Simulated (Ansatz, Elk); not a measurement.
**How far do independent atoms describe NaCuS2?**

The structure of NaCuS2 used here is made up (a known structure type with other elements) and was relaxed beforehand with PBEsol. The aim is the Fourier transform of its all-electron density, F(hkl), set beside the sum over free spherical atoms that refinements use.

Main program and level: Elk 11.2.3 (patched build); DFT, PBE, all-electron APW+lo, Dirac cores, scalar-relativistic bands, static density, no spin.

The structure was built from a prototype and need not be the compound's stable phase.

**1. The structure**

Symmetry: Cmcm, No. 63, orthorhombic system. Conventional cell: a = 4.637 Å, b = 12.282 Å, c = 6.541 Å, α = 90.00°, β = 90.00°, γ = 90.00°. Nearest to Cu lie 4 S at 2.18 to 2.19 Å. S has 2 Cu at 2.18 to 2.19 Å and 3 Na at 2.93 to 2.97 Å nearest. Nearest to Na lie 6 S at 2.93 to 2.97 Å. Farther neighbours and most contacts between anions are not listed.

**2. Ground state and structure factors**

An all-electron density is needed, since X-rays see the cores too. Task 0 finds the density and task 195 Fourier-transforms it; tshift is off so that phases refer to the origin typed.

Contents of elk.in:

```
tasks
  0
  195

xctype
  20

spinpol
  .false.

rgkmax
  7.0

gmaxvr
  14.0

lmaxo
  7

lmaxapw
  8

swidth
  0.002

tshift
  .false.

ramdisk
  .false.

hmaxvr
  5.5

maxscl
  120

epspot
  1e-06

sppath
  './'

avec
  4.38140785046 -11.60460258801 0.00000000000
  4.38140785046 11.60460258801 0.00000000000
  0.00000000000 0.00000000000 12.36029709479

atoms
  3
  'Cu.in'
  2
  0.0031466462 0.9968533538 0.7500000000   0.000000 0.000000 0.000000
  0.9968533538 0.0031466462 0.2500000000   0.000000 0.000000 0.000000
  'S.in'
  4
  0.8821635185 0.1178364815 0.9951233063   0.000000 0.000000 0.000000
  0.1178364815 0.8821635185 0.0048766937   0.000000 0.000000 0.000000
  0.8821635185 0.1178364815 0.5048766937   0.000000 0.000000 0.000000
  0.1178364815 0.8821635185 0.4951233063   0.000000 0.000000 0.000000
  'Na.in'
  2
  0.3178961118 0.6821038882 0.7500000000   0.000000 0.000000 0.000000
  0.6821038882 0.3178961118 0.2500000000   0.000000 0.000000 0.000000

ngridk
  5 5 4
```

Started as:

```console
> OMP_NUM_THREADS=4 elk
```

Numbers of over 12 decimals in the logs are rounded to 6 here.

What it wrote:

```text
┌─────────────────────────┐
│ Elk code version 11.2.3 │
└─────────────────────────┘

All units are atomic (Hartree, Bohr, etc.)

┌─────────────────────────────────────────────────┐
│ Ground-state run starting from atomic densities │
└─────────────────────────────────────────────────┘

Lattice vectors :
   4.381407850      -11.60460259       0.000000000
   4.381407850       11.60460259       0.000000000
   0.000000000       0.000000000       12.36029709

Reciprocal lattice vectors :
  0.7170281245     -0.2707195382       0.000000000
  0.7170281245      0.2707195382      -0.000000000
  -0.000000000       0.000000000      0.5083361071

Unit cell volume      :    1256.906174
Brillouin zone volume :   0.1973498249

Muffin-tin inner radius fraction :   0.1000000000E-01

Nuclei treated as point charges

Species : 1 (Cu)
 parameters loaded from : Cu.in
 name : copper
 nuclear charge    :   -29.00000000
 electronic charge :    29.00000000
 atomic mass :    115837.2717
 muffin-tin radius :    2.125744718
 number of radial points in muffin-tin :    993
 inner part over the whole radius :   0.9936190691E-02
 number on inner part of muffin-tin    :    699
 approximate nuclear radius :   0.7406004541E-04
 number of mesh points to nuclear radius :    339
 atomic positions (lattice), magnetic fields (Cartesian) :
  1 :   0.00314665 -0.00314665 -0.25000000    0.00000000  0.00000000  0.00000000
  2 :  -0.00314665  0.00314665  0.25000000    0.00000000  0.00000000  0.00000000

Species : 2 (S)
 parameters loaded from : S.in
 name : sulphur
 nuclear charge    :   -16.00000000
 electronic charge :    16.00000000
 atomic mass :    58450.91931
 muffin-tin radius :    1.948599325
 number of radial points in muffin-tin :    793
 inner part over the whole radius :   0.9873715340E-02
 number on inner part of muffin-tin    :    552
 approximate nuclear radius :   0.6195814986E-04
 number of mesh points to nuclear radius :    253
 atomic positions (lattice), magnetic fields (Cartesian) :
  1 :  -0.11783648  0.11783648 -0.00487669    0.00000000  0.00000000  0.00000000
  2 :   0.11783648 -0.11783648  0.00487669    0.00000000  0.00000000  0.00000000
  3 :  -0.11783648  0.11783648 -0.49512331    0.00000000  0.00000000  0.00000000
  4 :   0.11783648 -0.11783648  0.49512331    0.00000000  0.00000000  0.00000000

Species : 3 (Na)
 parameters loaded from : Na.in
 name : sodium
 nuclear charge    :   -11.00000000
 electronic charge :    11.00000000
 atomic mass :    41907.78703
 muffin-tin radius :    2.200000000
 number of radial points in muffin-tin :    793
 inner part over the whole radius :   0.9883648912E-02
 number on inner part of muffin-tin    :    551
 approximate nuclear radius :   0.5574345702E-04
 number of mesh points to nuclear radius :    238
 atomic positions (lattice), magnetic fields (Cartesian) :
  1 :   0.31789611 -0.31789611 -0.25000000    0.00000000  0.00000000  0.00000000
  2 :  -0.31789611  0.31789611  0.25000000    0.00000000  0.00000000  0.00000000

Total number of atoms per unit cell :    8
Total muffin-tin volume :    293.6476965
 ratio of muffin-tin to unit cell volume :   0.2336273801

Spin treatment :
 spin-unpolarised

Number of Bravais lattice symmetries :    8
Number of crystal symmetries         :    8
Crystal has inversion symmetry
Real symmetric eigensolver will be used

k-point grid :      5     5     4
k-point offset :    0.000000000       0.000000000       0.000000000
k-point set is reduced with full crystal symmetry group
Total number of k-points :       27

Muffin-tin radius times maximum |G+k| :    7.000000000
 using average radius
Maximum |G+k| for APW functions       :    3.405106754
Maximum (1/2)|G+k|²                   :    5.797376002
Maximum |G| for potential and density :    14.00000000
Constant for pseudocharge density :    8
 order of it for each species :   15  15  15
 order of it for pair densities of each species (exact exchange by exxq0 0: 16) :   10   8  11
Radial integration step length :    1

[...]
electron entropic           :    -0.64448531423397E-04
 total energy                :     -5231.9874509018

Density of states at Fermi energy :    2.565284775
 (states/Hartree/unit cell)

Estimated indirect band gap :   0.1665933791E-01
 from k-point 9 to k-point 27
Estimated direct band gap   :   0.2986743756E-01
 at k-point 27

Charges :
 core                        :    68.00000000
 valence                     :    76.00000000
 interstitial                :    14.47187784
 muffin-tins (core leakage)
  species : 1 (Cu)
[...]
species : 2 (S)
[...]
species : 3 (Na)
[...]
total in muffin-tins        :    129.5281222
 total calculated charge     :    143.9955128
 total charge                :    144.0000000
 error                       :   0.4487226087E-02

RMS change in Kohn-Sham potential (target) :   0.8007123549     (  0.1000000000E-05)
Absolute change in total energy (target)   :    1.197535457     (  0.1000000000E-03)

[... loops 3 to 16 left out ...]

┌──────────────────┐
│ Loop number : 17 │
└──────────────────┘

Energies :
 Fermi                       :     0.66277606269529E-01
 sum of occupied eigenvalues :     -2972.5113474085
 electron kinetic            :      5295.7612095250
 core electron kinetic       :      4773.5311698684
 Coulomb                     :     -10261.010949326
 Coulomb potential           :     -7922.8254439287
 nuclear-nuclear             :     -594.55180671918
 electron-nuclear            :     -11422.867696452
 Hartree                     :      1756.4085538449
 Madelung                    :     -6299.5982273615
 xc potential                :     -345.44711300473
 exchange                    :     -260.50713973840
 correlation                 :     -6.078109
 electron entropic           :    -0.86340771803270E-04
 total energy                :     -5231.8350744196

Density of states at Fermi energy :    4.294347170
 (states/Hartree/unit cell)

Estimated indirect band gap :   0.1122313593E-01
 from k-point 1 to k-point 27
Estimated direct band gap   :   0.1785855773E-01
 at k-point 27

Charges :
 core                        :    68.00000000
 valence                     :    76.00000000
 interstitial                :    13.59413500
 muffin-tins (core leakage)
  species : 1 (Cu)
[...]
species : 2 (S)
[...]
species : 3 (Na)
[...]
total in muffin-tins        :    130.4058650
 total calculated charge     :    143.9954231
 total charge                :    144.0000000
 error                       :   0.4576855944E-02

RMS change in Kohn-Sham potential (target) :   0.1968103073E-06 (  0.1000000000E-05)
Absolute change in total energy (target)   :   0.1911053278E-04 (  0.1000000000E-03)

Convergence targets achieved

┌──────────────────┐
│ Loop number : 18 │
└──────────────────┘

Energies :
 Fermi                       :     0.66277617276010E-01
 sum of occupied eigenvalues :     -2972.5113390057
 electron kinetic            :      5295.7612154038
 core electron kinetic       :      4773.5311720446
 Coulomb                     :     -10261.010947387
 Coulomb potential           :     -7922.8254485318
 nuclear-nuclear             :     -594.55180671918
 electron-nuclear            :     -11422.867687931
 Hartree                     :      1756.4085472629
 Madelung                    :     -6299.5982231210
 xc potential                :     -345.44710587778
 exchange                    :     -260.50713939621
 correlation                 :     -6.078109
 electron entropic           :    -0.86341940515131E-04
 total energy                :     -5231.8350662583

Density of states at Fermi energy :    4.294421331
 (states/Hartree/unit cell)

Estimated indirect band gap :   0.1122305143E-01
 from k-point 1 to k-point 27
Estimated direct band gap   :   0.1785849167E-01
 at k-point 27

Charges :
 core                        :    68.00000000
 valence                     :    76.00000000
 interstitial                :    13.59413540
 muffin-tins (core leakage)
  species : 1 (Cu)
[...]
species : 2 (S)
[...]
atom 4                    :    13.72592153     (  0.3730901561E-03)
  species : 3 (Na)
   atom 1                    :    10.02788286     ( -0.9715866023E-07)
   atom 2                    :    10.02788286     ( -0.9715866023E-07)
 total in muffin-tins        :    130.4058646
 total calculated charge     :    143.9954231
 total charge                :    144.0000000
 error                       :   0.4576855581E-02

┌──────────────────────────────┐
│ Self-consistent loop stopped │
└──────────────────────────────┘

Warning : core states of species 1 leak from the muffin-tin :   0.7173123467E-03

Warning : core states of species 2 leak from the muffin-tin :   0.3730901561E-03

Wrote STATE.OUT
```

Run time: 93 s. Hardware: 4 threads of Arm Neoverse V2, shared host; peak memory 0.31 GiB.

SFACRHO.OUT:

```text

h k l indices transformed by vhmat matrix:
   1.000000000       0.000000000       0.000000000    
   0.000000000       1.000000000       0.000000000    
   0.000000000       0.000000000       1.000000000    

      h      k      l  multipl.   |H|            Re(F)            Im(F)           |F|

      0      0      0      1   0.0000000       144.00000      0.15430174E-16   144.00000    
      0      0      1      2  0.50833611     -0.14118587E-13  -0.0000000      0.14118587E-13
     -1      1      0      2  0.54143908       47.195455      0.76313463E-14   47.195455    
      1     -1      1      2  0.74267212      -14.079963      0.10901923E-14   14.079963    
     -1      1      1      2  0.74267212       14.079963      0.10901923E-14   14.079963    
      0      1      0      4  0.76643225       85.901967     -0.32705770E-14   85.901967    
      0     -1      1      4  0.91968690       16.603439      -0.0000000       16.603439    
      1      0     -1      4  0.91968690      -16.603439      0.32705770E-14   16.603439    
      0      0      2      2   1.0166722      -17.103880     -0.19299862E-15   17.103880    
      2     -2      0      2   1.0828782      -2.1718184     -0.54509616E-14   2.1718184    
      1     -2      0      4   1.0833886       36.341117     -0.27254808E-15   36.341117    
      1     -1     -2      2   1.1518588      -32.827732      0.87215386E-14   32.827732    
     -1      1     -2      2   1.1518588      -32.827732     -0.76313463E-14   32.827732    
     -2      2     -1      2   1.1962570       20.547430     -0.40882212E-14   20.547430    
      2     -2     -1      2   1.1962570      -20.547430      0.81764424E-15   20.547430    
     -1      2      1      4   1.1967191       3.2733005      0.32705770E-14   3.2733005    
     -2      1     -1      4   1.1967191      -3.2733005      0.21803846E-14   3.2733005    
      0      1      2      4   1.2732010      -6.4613137      0.10901923E-14   6.4613137
```

Elk indexes on the primitive cell of elk.in and gives |H| = 4π sin θ/λ in inverse bohr. Below, one row stands for each form hkl of the conventional cell (m members, Friedel mates merged), F is for one primitive cell and the density is static (no thermal factor). Free-atom factors are Waasmaier and Kirfel's, and R is Σm||F|−|F'||/Σm|F|.

```tsv
hkl	m	sin θ/λ (Å⁻¹)	abs F, DFT	neutral atoms	diff.
001	2	0.076	0.000	0.000	+0.000
020	2	0.081	47.196	47.339	-0.144
021	4	0.112	14.080	14.000	+0.080
110	4	0.115	85.902	85.725	+0.177
111	8	0.138	16.603	16.670	-0.066
002	2	0.153	17.104	18.609	-1.506
040	2	0.163	2.172	0.691	+1.481
130	4	0.163	36.341	37.154	-0.813
022	4	0.173	32.828	33.292	-0.464
041	4	0.180	20.547	20.654	-0.107
131	8	0.180	3.273	3.204	+0.070
112	8	0.192	6.461	7.269	-0.808
200	2	0.216	103.882	104.989	-1.107
042	4	0.223	83.955	84.364	-0.409
```

**3. The highest occupied states alone**

An energy window below the Fermi level keeps the highest occupied states, to see at which angles they scatter; shallow core shells can lie inside it and anion s states outside. No new self-consistency is needed.

elk.in, as its differences from that of step 2:

```diff
@@ -1,3 +1,2 @@
 tasks
-  0
   195
@@ -40,2 +39,5 @@
 
+wsfac
+  -0.484960 0.366280
+
 sppath
```

Started as:

```console
> OMP_NUM_THREADS=4 elk
```

What it wrote:

```text
┌─────────────────────────────────┐
│ Elk code version 11.2.3 started │
└─────────────────────────────────┘

Info(readinput): the functional depends on the density's gradient
 muffin-tin radial points multiplied by    2.00000
 (not where nrmtscf is given)

┌────────────────────┐
│ Current task : 195 │
└────────────────────┘
Info(checkmt): changed muffin-tin radius of species 1 (Cu) from   2.4000 to   2.1257
Info(checkmt): changed muffin-tin radius of species 2 (S) from   2.2000 to   1.9486

Info(sfacrho): density structure factors written to SFACRHO.OUT

 Energy window :  -0.4849600000      0.3662800000

┌──────────────────┐
│ Elk code stopped │
└──────────────────┘
```

Run time: 21 s. Hardware: 4 threads; peak memory 0.24 GiB.

States within 15 eV below the Fermi level hold 48.00 electrons; any levels below the window count with the cores. Their amplitudes can exceed the total, where window and core parts have opposite phase:

```tsv
hkl	sin θ/λ (Å⁻¹)	abs F, window	abs F, all
001	0.076	0.000	0.000
020	0.081	20.934	47.196
021	0.112	0.075	14.080
110	0.115	29.782	85.902
111	0.138	0.101	16.603
002	0.153	3.571	17.104
040	0.163	4.205	2.172
130	0.163	8.820	36.341
022	0.173	14.028	32.828
041	0.180	1.055	20.547
```

**4. Another functional**

The difference from free atoms is small, so it is set against the change that LDA (Perdew-Wang) makes.

elk.in, as its differences from that of step 3:

```diff
@@ -1,2 +1,3 @@
 tasks
+  0
   195
@@ -4,3 +5,3 @@
 xctype
-  20
+  3
 
@@ -39,5 +40,2 @@
 
-wsfac
-  -0.484960 0.366280
-
 sppath
```

Started as:

```console
> OMP_NUM_THREADS=4 elk
```

What it wrote:

```text
┌─────────────────────────┐
│ Elk code version 11.2.3 │
└─────────────────────────┘

All units are atomic (Hartree, Bohr, etc.)

┌─────────────────────────────────────────────────┐
│ Ground-state run starting from atomic densities │
└─────────────────────────────────────────────────┘

Lattice vectors :
   4.381407850      -11.60460259       0.000000000
   4.381407850       11.60460259       0.000000000
   0.000000000       0.000000000       12.36029709

Reciprocal lattice vectors :
  0.7170281245     -0.2707195382       0.000000000
[...]
species : 3 (Na)
   atom 1                    :    10.03195170     ( -0.1555072448E-05)
   atom 2                    :    10.03195170     ( -0.1555072448E-05)
 total in muffin-tins        :    130.3751279
 total calculated charge     :    143.9953851
 total charge                :    144.0000000
 error                       :   0.4614887963E-02

┌──────────────────────────────┐
│ Self-consistent loop stopped │
└──────────────────────────────┘

Warning : core states of species 1 leak from the muffin-tin :   0.7489255609E-03

Warning : core states of species 2 leak from the muffin-tin :   0.3713860544E-03

Wrote STATE.OUT
[key lines of the parts left out:]
total energy                :     -5220.5047990632
```

Elapsed: 70 s, on 4 threads; peak memory 0.3 GiB; 4 min of CPU time.

Against the first run R = 0.10 %; the largest change is +0.112 at 002.

**5. Basis size**

A smaller basis shows how fast F responds to it; the change is likely larger than the basis error of the first run, but doesn't show convergence.

elk.in, as its differences from that of step 4:

```diff
@@ -5,3 +5,3 @@
 xctype
-  3
+  20
 
@@ -11,3 +11,3 @@
 rgkmax
-  7.0
+  5.5
```

Started as:

```console
> OMP_NUM_THREADS=4 elk
```

What it wrote:

```text
┌─────────────────────────┐
│ Elk code version 11.2.3 │
└─────────────────────────┘

All units are atomic (Hartree, Bohr, etc.)

┌─────────────────────────────────────────────────┐
│ Ground-state run starting from atomic densities │
└─────────────────────────────────────────────────┘

Lattice vectors :
   4.381407850      -11.60460259       0.000000000
   4.381407850       11.60460259       0.000000000
   0.000000000       0.000000000       12.36029709

Reciprocal lattice vectors :
  0.7170281245     -0.2707195382       0.000000000
[...]
species : 3 (Na)
   atom 1                    :    10.02463993     ( -0.9715865712E-07)
   atom 2                    :    10.02463993     ( -0.9715865712E-07)
 total in muffin-tins        :    130.1824172
 total calculated charge     :    143.9963846
 total charge                :    144.0000000
 error                       :   0.3615417223E-02

┌──────────────────────────────┐
│ Self-consistent loop stopped │
└──────────────────────────────┘

Warning : core states of species 1 leak from the muffin-tin :   0.7174730091E-03

Warning : core states of species 2 leak from the muffin-tin :   0.3713527431E-03

Wrote STATE.OUT
[key lines of the parts left out:]
total energy                :     -5231.6610323996
```

It took 57 s on 4 threads; peak memory 0.24 GiB.

Against the first run R = 0.10 %; the largest change is -0.095 at 200.

**6. Settings against the effect**

```tsv
run	R against the first run (%)	R against neutral atoms, low angle (%)	wall time
PBE, rgkmax 7	0.00	1.38	93 s
LDA (Perdew-Wang)	0.10	1.39	70 s
rgkmax 5.5	0.10	1.43	57 s
```

**7. What came out**

| Property | Result |
| --- | --- |
| R against neutral atoms, sin θ/λ < 0.3 Å⁻¹ | 1.38 % |
| R against neutral atoms, 0.3 to 0.52 Å⁻¹ | 0.74 % |

What this shows: Independent neutral atoms miss the calculated amplitudes by R = 1.38 % below 0.3 Å⁻¹ and 0.74 % from there to 0.52 Å⁻¹; by shells, 0.29 % below 0.15 Å⁻¹ (4 forms), 1.58 % 0.15 to 0.3 (26 forms), 0.89 % 0.3 to 0.45 (64 forms), 0.51 % above 0.45 (47 forms). Bonding, aspherical density and the tables' own atoms all enter these figures, and the runs don't part them. The largest change of an amplitude is -1.51 electrons, at 002. Weak lines can change much in proportion: 040 goes from 0.69 to 2.17. The window's part falls from 48.0 electrons at the origin to at most 5.71 between 0.45 and 0.52 Å⁻¹, where compact states inside the window still scatter. Below 0.3 Å⁻¹ the changes that finished (LDA (Perdew-Wang) and rgkmax 5.5) move F by R = 0.10 % at most, against the 1.38 % that separates it from free atoms. The k-mesh has no finished test. These runs have no spin, though d or f shells may be open. Part of the difference isn't bonding: the tables are fits to free atoms and ions calculated by other methods than this functional. Thermal motion, anomalous dispersion and extinction are left out.

[Logs are printed without paths, hosts, clocks, repeated set-up lines and the standing remarks that a program may print on its own settings, such as how far it seeks lower states.]

[Hosts, paths, dates, database ids (printed as entryN), source tags and the programs' standing remarks are cut or masked in the printed files.]
